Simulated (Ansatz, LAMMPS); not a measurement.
**Electronic structure of Na+ FSI- in dimethoxyethane and ethylene carbonate and a fluorinated ether (TTE) at 390 K (144 atoms)**

Aim: energy, forces, charges and density of states of Na+ FSI- in dimethoxyethane and ethylene carbonate and a fluorinated ether (TTE) at 390 K (144 atoms) at a fixed geometry.

Program: Ansatz 0.2.0. Level of theory: Kohn-Sham DFT, LDA, PAW (set soft_2), plane waves. Results are calculated unless marked as measured.

## 1. Set-up

The cell holds 144 atoms: 36 F, 34 C, 22 O, 44 H, 2 N, 4 S and 2 Na. Cell: a = 12.540 Å, b = 12.540 Å, c = 12.540 Å, α = 90.0°, β = 90.0°, γ = 90.0°. 2 dimethoxyethane, 2 ethylene carbonate, 4 a fluorinated ether (TTE), 2 Na+, 2 FSI- placed at random, at 1.42 g/cm³; overlaps pushed apart, then 10 ps at 550 K with Joung-Cheatham ions (J. Phys. Chem. B 112, 9020 (2008)); MMFF94 bonds, angles, torsions, charges and radii (Halgren, J. Comput. Chem. 17, 490 (1996)) in harmonic and 12-6 forms; charges of ions scaled by 0.8. Snapshot after 30 ps at 390 K and fixed volume.

Before any run, some limits are plain. The network of contacts between molecules at the start is that of the classical potential that made the cell, and needn't be the one that DFT or experiment would give. The functional has no dispersion term, which matters for the binding between molecules or layers, where LDA binds through overlap of densities alone. The density was typed from a rule of thumb and may lie off the real one at this temperature. Only the Γ point is sampled, in a cell whose shortest periodic width is 13 Å.

## 2. How the cell was made

A classical potential makes the cell, at a small fraction of what the same run would cost in DFT.

This step: classical MD, Joung-Cheatham ions (J. Phys. Chem. B 112, 9020 (2008)); MMFF94 bonds, angles, torsions, charges and radii (Halgren, J. Comput. Chem. 17, 490 (1996)) in harmonic and 12-6 forms; charges of ions scaled by 0.8 (LAMMPS 22 Jul 2025 - Update 4).

in.lmp reads:

```
# Na+ FSI- in dimethoxyethane and ethylene carbonate and a fluorinated ether (TTE)
units real
atom_style full
boundary p p p
bond_style harmonic
angle_style harmonic
dihedral_style opls
improper_style harmonic
special_bonds lj 0 0 0.5 coul 0 0 0.75
read_data data.lmp
neigh_modify delay 0 every 1 check yes one 4000
comm_modify cutoff 12.0
timestep 0.5
thermo_style custom step time temp pe press density
thermo_modify norm yes
# push overlapping molecules apart
pair_style soft 2.6
pair_coeff * * 0.0
variable a equal ramp(1,60)
fix ad all adapt 1 pair soft a * * v_a
velocity all create 550 650780 mom yes dist gaussian
fix lim all nve/limit 0.03
fix lan all langevin 550 550 50 650781 zero yes
thermo 1000
run 3000 post no
unfix ad
pair_style lj/cut/coul/long 9.0
pair_modify mix arithmetic tail yes
pair_coeff 1 1 0.0801 2.5590   # F
pair_coeff 2 2 0.0678 3.3680   # C
pair_coeff 3 3 0.0763 3.0430   # O
pair_coeff 4 4 0.0216 2.5400   # H
pair_coeff 5 5 0.0763 2.9870   # O
pair_coeff 6 6 0.0678 3.4070   # C
# [... 22 lines left out ...]
compute msd all msd com yes
thermo 7500
fix md all nvt temp 390 390 100
run 30000 post no
print "== T390: mean square displacement over the hold $(c_msd[4]:%.2f) A^2"
unfix md
uncompute msd
write_dump all custom T390.dump id type xs ys zs modify sort id
```

Command:

```sh
$ lmp -in in.lmp -log none -nocite
```

Numbers of over 12 decimals in the logs are rounded to 6 here.

Output:

```text
LAMMPS (22 Jul 2025 - Update 4)
Reading data file ...
  orthogonal box = (0 0 0) to (12.53961 12.53961 12.53961)
  144 atoms
  orthogonal box = (0 0 0) to (12.53961 12.53961 12.53961)
  134 bonds
  236 angles
  224 dihedrals
  2 impropers
   Step          Time           Temp          PotEng         Press         Density
         0   0              550            0.65268088    -1512.0073      1.4239992
      1000   500            591.08414      1.9250791      11222.878      1.4239992
      2000   1000           593.70783      1.9596714      10521.52       1.4239992
      3000   1500           471.15453      2.0095784      11367.35       1.4239992
[... 29 lines left out ...]
Loop time of 10.1417 s on 1 MPI rank(s) for 10000 steps with 144 atoms
   Step          Time           Temp          PotEng         Press         Density
[... 4 lines left out ...]
Loop time of 4.78319 s on 1 MPI rank(s) for 5000 steps with 144 atoms
   Step          Time           Temp          PotEng         Press         Density
[... 2 lines left out ...]
     30000   29000          397.68562      1.6173437     -1086.5347      1.4239992
     37500   36500          404.974        1.5155389     -3185.606       1.4239992
     45000   44000          378.65942      1.5891966      965.72473      1.4239992
     47000   46000          391.95851      1.599062      -46.18529       1.4239992
Loop time of 28.2854 s on 1 MPI rank(s) for 30000 steps with 144 atoms
== T390: mean square displacement over the hold 12.74 A^2
```

Elapsed: 48 s, on 1 thread of AMD EPYC 7R43, shared host; peak memory 0.13 GiB.

The input also reads data.lmp (atoms, bonds and types; not printed here).

## 3. Plane-wave single point

The electrons are solved once, with the atoms held.

input.yaml reads:

```yaml
crystal:
  lattice:
    - [12.53961, 0.0, 0.0]
    - [0.0, 12.53961, 0.0]
    - [0.0, 0.0, 12.53961]
  atoms:
    - { symbol: F, position: [0.3991, 0.11157, 0.72147] }
    - { symbol: C, position: [0.42561, 0.03098, 0.64467] }
    - { symbol: F, position: [0.32724, 0.98239, 0.62286] }
    - { symbol: C, position: [0.51006, 0.94879, 0.6872] }
    - { symbol: F, position: [0.60005, 0.00407, 0.72432] }
    - { symbol: F, position: [0.53744, 0.87647, 0.61461] }
    - { symbol: O, position: [0.46612, 0.89624, 0.77975] }
    - { symbol: C, position: [0.54778, 0.84848, 0.84582] }
    - { symbol: C, position: [0.5198, 0.79836, 0.95546] }
    - { symbol: F, position: [0.61278, 0.75168, 0.98556] }
    - { symbol: F, position: [0.4541, 0.71402, 0.93666] }
    - { symbol: C, position: [0.46752, 0.87611, 0.03656] }
    - { symbol: F, position: [0.46125, 0.82669, 0.13472] }
    - { symbol: F, position: [0.53008, 0.96232, 0.04412] }
    - { symbol: H, position: [0.45713, 0.06859, 0.56952] }
    - { symbol: H, position: [0.58498, 0.78859, 0.79618] }
    - { symbol: H, position: [0.61383, 0.90713, 0.86214] }
    - { symbol: H, position: [0.38957, 0.89951, 0.01547] }
    - { symbol: F, position: [0.43166, 0.3084, 0.39551] }
    - { symbol: C, position: [0.4076, 0.21081, 0.35461] }
    - { symbol: F, position: [0.47843, 0.14368, 0.39912] }
    - { symbol: C, position: [0.41303, 0.21837, 0.23107] }
    - { symbol: F, position: [0.35661, 0.30273, 0.1976] }
    - { symbol: F, position: [0.36232, 0.13079, 0.18432] }
    - { symbol: O, position: [0.5168, 0.22067, 0.19166] }
    - { symbol: C, position: [0.52629, 0.26859, 0.09198] }
    - { symbol: C, position: [0.6417, 0.2943, 0.05912] }
    - { symbol: F, position: [0.6415, 0.36936, 0.98196] }
    - { symbol: F, position: [0.68654, 0.20311, 0.01637] }
    - { symbol: C, position: [0.70462, 0.32803, 0.15592] }
    - { symbol: F, position: [0.80445, 0.35912, 0.13151] }
    - { symbol: F, position: [0.6541, 0.40988, 0.2044] }
    [... 106 atom lines left out ...]
    - { symbol: S, position: [0.18736, 0.49051, 0.77344] }
    - { symbol: O, position: [0.08764, 0.53979, 0.8065] }
    - { symbol: O, position: [0.22479, 0.40447, 0.84142] }
    - { symbol: F, position: [0.25685, 0.58982, 0.81753] }
    - { symbol: Na, position: [0.94203, 0.62336, 0.72075] }
    - { symbol: Na, position: [0.28364, 0.21918, 0.83041] }
kpoints:
  mp_grid: { grid: [1, 1, 1] }
hamiltonian:
  xc: lda
scf:
  occupations: { method: gaussian, width: 0.025 }
output:
  forces: true
  stress: true
  populations: true
  dos:
    method: { smearing: { sigma: 0.15 } }
    de: 0.1
    projected: { site_lists: { C: [C], F: [F], H: [H], "N": ["N"], Na: [Na] } }
  eigenvalues: true
  write_density: true
  write_potential: true
  volumetric_format: npy
```

Command:

```sh
$ ansatz run input.yaml --threads 8 --pin off --max-ram 15872MiB --backend cpu --events-out ev --progress --plain --runs-dir out
```

Output:

```text
Engine: ansatz 0.2.0, x86_64-unknown-linux-gnu
Pseudopotentials: kind: paw
Pseudopotential: F, paw, valence charge 7, recommended cutoff 420 eV (normal), F.paw.azcp
Pseudopotential: C, paw, valence charge 4, recommended cutoff 420 eV (normal), C.paw.azcp
Pseudopotential: O, paw, valence charge 6, recommended cutoff 420 eV (normal), O.paw.azcp
Pseudopotential: H, paw, valence charge 1, recommended cutoff 420 eV (normal), H.paw.azcp
Pseudopotential: N, paw, valence charge 5, recommended cutoff 420 eV (normal), N.paw.azcp
Pseudopotential: S, paw, valence charge 6, recommended cutoff 420 eV (normal), S.paw.azcp
Pseudopotential: Na, paw, valence charge 9, recommended cutoff 420 eV (normal), Na.paw.azcp
Functional definition: SPW92
  exchange = slater_x
  correlation = pw_c
Crystal: 144 atoms, lattice volume = 1971.751 Å³
Basis set: ecut = 420 eV, 38497 PW (Γ)
Bands: 452, of which v1, the nominal top of the filled ones, is band 308 counted from 1 (307 counted from 0)
Symmetry: 1 space group operations
Space group: P1 (ITA 1), of the structure as read, at distance tolerance 1.3e-4 Å
k-points: 1
Non-local potential: F, projectors of the file, l = 0: 2, l = 1: 2, l = 2: 1
Non-local potential: C, projectors of the file, l = 0: 2, l = 1: 2, l = 2: 1
Non-local potential: O, projectors of the file, l = 0: 2, l = 1: 2, l = 2: 1
Non-local potential: H, projectors of the file, l = 0: 2, l = 1: 1
Non-local potential: N, projectors of the file, l = 0: 2, l = 1: 2, l = 2: 1
Non-local potential: S, projectors of the file, l = 0: 2, l = 1: 2, l = 2: 2
Non-local potential: Na, projectors of the file, l = 0: 3, l = 1: 2, l = 2: 1
PAW form: soft (Blöchl's): semilocal exchange-correlation on the pseudo side does not see the compensation charge
PAW frozen core: F, regenerated for the run's functional, and the local potential with it (the file was generated under x = pbe(κ = 0.804, μ = 0.219515), c = pbe(β = 0.066725))
PAW frozen core: C, regenerated for the run's functional, and the local potential with it (the file was generated under x = pbe(κ = 0.804, μ = 0.219515), c = pbe(β = 0.066725))
PAW frozen core: O, regenerated for the run's functional, and the local potential with it (the file was generated under x = pbe(κ = 0.804, μ = 0.219515), c = pbe(β = 0.066725))
PAW frozen core: N, regenerated for the run's functional, and the local potential with it (the file was generated under x = pbe(κ = 0.804, μ = 0.219515), c = pbe(β = 0.066725))
PAW frozen core: S, regenerated for the run's functional, and the local potential with it (the file was generated under x = pbe(κ = 0.804, μ = 0.219515), c = pbe(β = 0.066725))
PAW frozen core: Na, regenerated for the run's functional, and the local potential with it (the file was generated under x = pbe(κ = 0.804, μ = 0.219515), c = pbe(β = 0.066725))
PAW one-centre angular grid: F, 110 points (default); XC on 64 Gauss nodes
PAW one-centre angular grid: C, 110 points (default); XC on 64 Gauss nodes
PAW one-centre angular grid: O, 110 points (default); XC on 64 Gauss nodes
PAW one-centre angular grid: H, 110 points (default); XC on 64 Gauss nodes
PAW one-centre angular grid: N, 110 points (default); XC on 64 Gauss nodes
PAW one-centre angular grid: S, 110 points (default); XC on 64 Gauss nodes
PAW one-centre angular grid: Na, 110 points (default); XC on 64 Gauss nodes
Initial density: superposition of atomic densities (neutral atoms: chi_scale 0, normalization atom), corrected by the library's trained network
Initial wavefunctions: pseudopotential atomic-orbital guess
Functional: x = slater, c = lda
SCF iter   1: F=—  HF=-56859.191775 eV  |F-HF|=—  |Δ(HF+E_count)|=         —  Δρ=1.08e-2  dr2=2.11e0  ethr=1.77e-3  ⟨swp⟩=6.0  Hψ=2069  notcnv=0  defer=35
preconditioner: auto → Resta (q_TF=auto, 2.247 Å⁻¹)  ε∞=2.4  [insulator: Δε(μ)=4.220 eV  Ē_g=17.088 eV  σ=0.025 eV  W_gap=1.00  n_scr=388 (ndim 8)  ℏωp=20.3 eV  f_vac=0.371  D(μ)=0.00/eV (n_scr^D=0)  ε∞_Penn≈2.4]
SCF iter   2: F=—  HF=-56858.536254 eV  |F-HF|=—  |Δ(HF+E_count)|=   6.56e-1  Δρ=4.05e-3  dr2=3.73e-1  ethr=3.42e-4  ⟨swp⟩=2.0  Hψ=690  notcnv=0  defer=136
SCF iter   3: F=—  HF=-56858.426590 eV  |F-HF|=—  |Δ(HF+E_count)|=   1.10e-1  Δρ=1.90e-3  dr2=1.07e-1  ethr=6.05e-5  ⟨swp⟩=4.0  Hψ=556  notcnv=0  defer=136
SCF iter   4: F=—  HF=-56858.392547 eV  |F-HF|=—  |Δ(HF+E_count)|=   3.40e-2  Δρ=6.94e-4  dr2=1.49e-2  ethr=1.73e-5  ⟨swp⟩=2.0  Hψ=680  notcnv=0  defer=139
SCF iter   5: F=—  HF=-56858.390711 eV  |F-HF|=—  |Δ(HF+E_count)|=   1.84e-3  Δρ=4.59e-4  dr2=4.49e-3  ethr=2.42e-6  ⟨swp⟩=2.0  Hψ=585  notcnv=0  defer=139
SCF iter   6: F=—  HF=-56858.390367 eV  |F-HF|=—  |Δ(HF+E_count)|=   3.44e-4  Δρ=1.74e-4  dr2=6.53e-4  ethr=7.29e-7  ⟨swp⟩=2.0  Hψ=582  notcnv=0  defer=139
SCF iter   7: F=—  HF=-56858.390522 eV  |F-HF|=—  |Δ(HF+E_count)|=   1.55e-4  Δρ=5.83e-5  dr2=6.93e-5  ethr=1.06e-7  ⟨swp⟩=2.0  Hψ=581  notcnv=0  defer=139
SCF iter   8: F=—  HF=-56858.394727 eV  |F-HF|=—  |Δ(HF+E_count)|=   4.20e-3  Δρ=2.82e-5  dr2=1.61e-5  ethr=1.12e-8  ⟨swp⟩=2.0  Hψ=710  notcnv=0  defer=139
SCF iter   9: F=—  HF=-56858.394742 eV  |F-HF|=—  |Δ(HF+E_count)|=   1.50e-5  Δρ=1.01e-5  dr2=2.57e-6  ethr=2.61e-9  ⟨swp⟩=2.0  Hψ=570  notcnv=0  defer=139
SCF iter  10: F=—  HF=-56858.394746 eV  |F-HF|=—  |Δ(HF+E_count)|=   3.91e-6  Δρ=4.76e-6  dr2=5.11e-7  ethr=4.17e-10  ⟨swp⟩=2.0  Hψ=581  notcnv=0  defer=139
SCF iter  11: F=-56858.394747 eV  HF=-56858.394746 eV  |F-HF|=2.21e-7  |Δ(HF+E_count)|=   8.57e-7  Δρ=1.82e-6  dr2=8.12e-8  ethr=1.62e-11  ⟨swp⟩=19.0  Hψ=4035  notcnv=0
SCF 1 converged in 11 iterations: F = -56858.394747 eV  dr2 = 8.12e-8
  greatest PAW one-centre occupation: 0.999 electrons in one spin orbital (limit 2), on the Na atom at site 143 (counted from 0), in its partial waves of l = 0
WARN: The output density's exchange-correlation potential varies sharply where the density is thin. Do not read a vacuum level from v_tot or v_xc, or from such a field of the output density. On a cell that repeats whose density bears no net charge and no dipole along the vacuum's axis use v_es (v_loc + v_h of the components); [...]
SCF converged after 11 iterations
Free energy (F): -56858.394747 eV
Harris-Foulkes:  -56858.394746 eV  (|F-HF|=2.21e-7)
Internal energy: -56858.394747 eV  (E = F + TS)
E sigma→0 (E₀):  -56858.394747 eV
Fermi energy:    1.541557 eV
--- Per-component energies (eV) ---
  E_band       = -6612.292788
  E_kinetic    = 15828.932240
  E_local      = -73832.587234  (includes V_loc(G=0)·N_el)
  E_nonlocal   = 5279.808162
  E_hartree    = 29243.010580
  E_xc         = -6923.055707
  E_vxc        = -8722.378465  (∫ρ·V_xc dr)
  E_paw        = -16131.332275  (= ΣΔE_a)
  E_vpaw       = -3652.143350  (= ΣTr[D̂ρ^β])
  E_aug_tail   = 0.070136  (compensation charges beyond the density's cutoff)
  E_ewald      = -10332.640945
  E_core_change = 9.400298  (= ΣΔE_core)
  E_smearing   = -0.000000  (= −TS)
  E_closure    = -0.000000  (closes the sum)
  Σ components = -56858.394747   (vs F -56858.394747, Δ=0.00e0)
--- Forces (eV/Å), atoms counted from 1 ---
  atom   1  F      1.20065104    -1.91111340    -1.51258700
  atom   2  C     -1.95508449     0.26875166     0.27994383
  atom   3  F      2.46995607     0.67031508     0.34571166
  atom   4  C     -0.57037712     0.00854910     3.95886727
  atom   5  F     -1.47583919    -0.74499023    -1.36163225
  atom   6  F      0.06569597     0.73413787     0.08840100
  atom   7  O      0.83330358     0.76864997    -0.60641150
  atom   8  C      0.62628317     1.32045615    -0.11442702
  atom   9  C     -0.64884318    -0.66333499    -2.31811241
  atom  10  F     -0.37126142     1.00353639     0.62735207
  atom  11  F     -0.32064696     0.70971908     0.35320506
  atom  12  C      1.93117939    -1.83651163     1.02977496
  atom  13  F      0.27372181     0.52702782    -0.92747911
  atom  14  F      0.17546978     0.21427536     0.20294635
[...]
atom 143  Na     0.42598552     0.35133289    -0.15068562
  atom 144  Na    -0.12381869     0.10285080    -0.32089156
  max |Σ_I F_I| component: 1.51e-4 eV/Å
--- Stress (GPa, compression-positive) ---
       -2.016083       0.655583      -0.650962
        0.655583      -1.776844      -0.100426
       -0.650962      -0.100426      -1.946126
  P = ⅓ Tr σ = -1.9130 GPa (-19.130 kbar)
--- Band table (eV) ---
  k-point 0: bands = ["-50.1720", "-49.9899", "-27.8852", "-27.6326", [... 436 levels ...], "9.5551", "9.5996", "9.6579", "9.6882", "9.7164", "9.7575", "9.7916", "9.8374", "9.8379", "9.8762", "9.9047", "9.9155"]
--- Löwdin populations: 144 sites ---
  site symbol       q [e]
     0      F      7.2609
     1      C      3.5568
     2      F      7.2277
[...]
143     Na      8.2195
  spilling = 0.012076 (of n_electrons = 616.000000)
```

The job ended after 42 s (8 threads of AMD EPYC 7R43, shared host; peak memory 2.7 GiB).

The column dr2 measures how far the density is from self-consistency, as an energy; F and HF (Harris–Foulkes) agree once it is small.

The program notes that the exchange-correlation potential is rough where the density is thin.

The run gave:

```
free energy                                      : -56858.3947 eV
free energy per atom                             : -394.8500 eV/atom
SCF cycles                                       : 11
pressure                                         : -1.913 GPa
r.m.s. force component                           : 1.068 eV/Å
longest force                                    : 6.248 eV/Å
Fermi energy                                     : 1.542 eV
gap (highest filled to lowest empty level) : 3.361 eV
spilling of the projection                       : 0.01208
```

Length of the force by element:

```
element  coordination  atoms  mean length of the force (eV/Å)  spread  least   most
      C           all     34                             1.99   0.913  0.478   4.42
      F           all     36                             1.28   0.601  0.343   2.72
      H           all     44                             1.02   0.447  0.224   1.96
      N           all      2                             1.45   0.528  0.918   1.97
     Na           all      2                            0.466   0.107  0.359  0.572
      O           all     22                             1.86   0.619   1.13   3.37
      S           all      4                             5.23   0.897   4.06   6.25
```

Löwdin charges by element (they lack the spilled electrons, 0.052 e an atom on average):

```
element  coordination  atoms  mean charge (e)  spread   least    most
      C           all     34            0.236   0.371  -0.290   0.743
      F           all     36            -0.25  0.0557  -0.412  -0.193
      H           all     44            0.207  0.0241   0.141   0.253
      N           all      2           -0.798  0.0102  -0.808  -0.788
     Na           all      2            0.779  0.0016   0.777   0.780
      O           all     22           -0.462   0.197  -0.748  -0.245
      S           all      4             2.38   0.026    2.35    2.41
```

Density of states as counts of states in windows of 1 eV (from the Fermi level), total and the larger projections:

```
from (eV)  to (eV)  total   F p   C p  H s
      -14      -13   12.6   2.3   1.7  1.6
      -13      -12   16.3   5.8   2.3  1.7
      -12      -11   37.7  16.3  10.3  1.4
      -11      -10   43.5  20.9  11.3  2.5
      -10       -9   31.0  10.5   7.4  1.9
       -9       -8   38.9  11.1   9.6  3.5
       -8       -7   60.1  37.1   8.8  3.2
       -7       -6   81.7  59.1   6.3  2.8
       -6       -5   49.2  15.3   9.6  4.6
       -5       -4   40.2   8.2   6.4  3.7
       -4       -3   22.9   1.4   2.7  2.6
       -3       -2    6.8   0.1   0.5  0.9
       -2       -1    3.6   0.0   0.5  0.6
       -1        1    0.0   0.0   0.0  0.0
        1        2    3.9   0.1   0.9  0.1
        2        3   21.6   2.1   7.1  1.8
        3        4   36.0   3.5  11.0  4.4
        4        5   36.5   2.1   7.3  5.3
```

Between -26 and -14 eV lie 96 more states.

The stored curve holds about 541 of the 616 electrons; the rest, give or take the few that broadening carries across the Fermi level, lie in deeper levels below its range.

Not all projections were asked for or kept, so they needn't add up to the total.

The levels nearest the highest filled one (over half full), pooled over k-points and spins:

```
level less the highest filled one (eV)  occupation
                                 -1.41           2
                                 -1.21           2
                                -0.972           2
                                -0.815           2
                                -0.238           2
                                     0           2
                                  3.36           0
                                  3.54           0
                                  3.85           0
                                  4.01           0
                                  4.07           0
                                  4.20           0
```

(Continued in part 2 of 2.)

[Logs are printed without paths, hosts, clocks, repeated set-up lines and the standing remarks that a program may print on its own settings, such as how far it seeks lower states.]

[Hosts, paths, dates, database ids (printed as entryN), source tags and the programs' standing remarks are cut or masked in the printed files.]

[The MMFF94 radii named for the starting cell were scaled by 0.96; in molecules described by MMFF94, hydrogen bound to N, O or S took a small fixed 12-6 site in their place.]
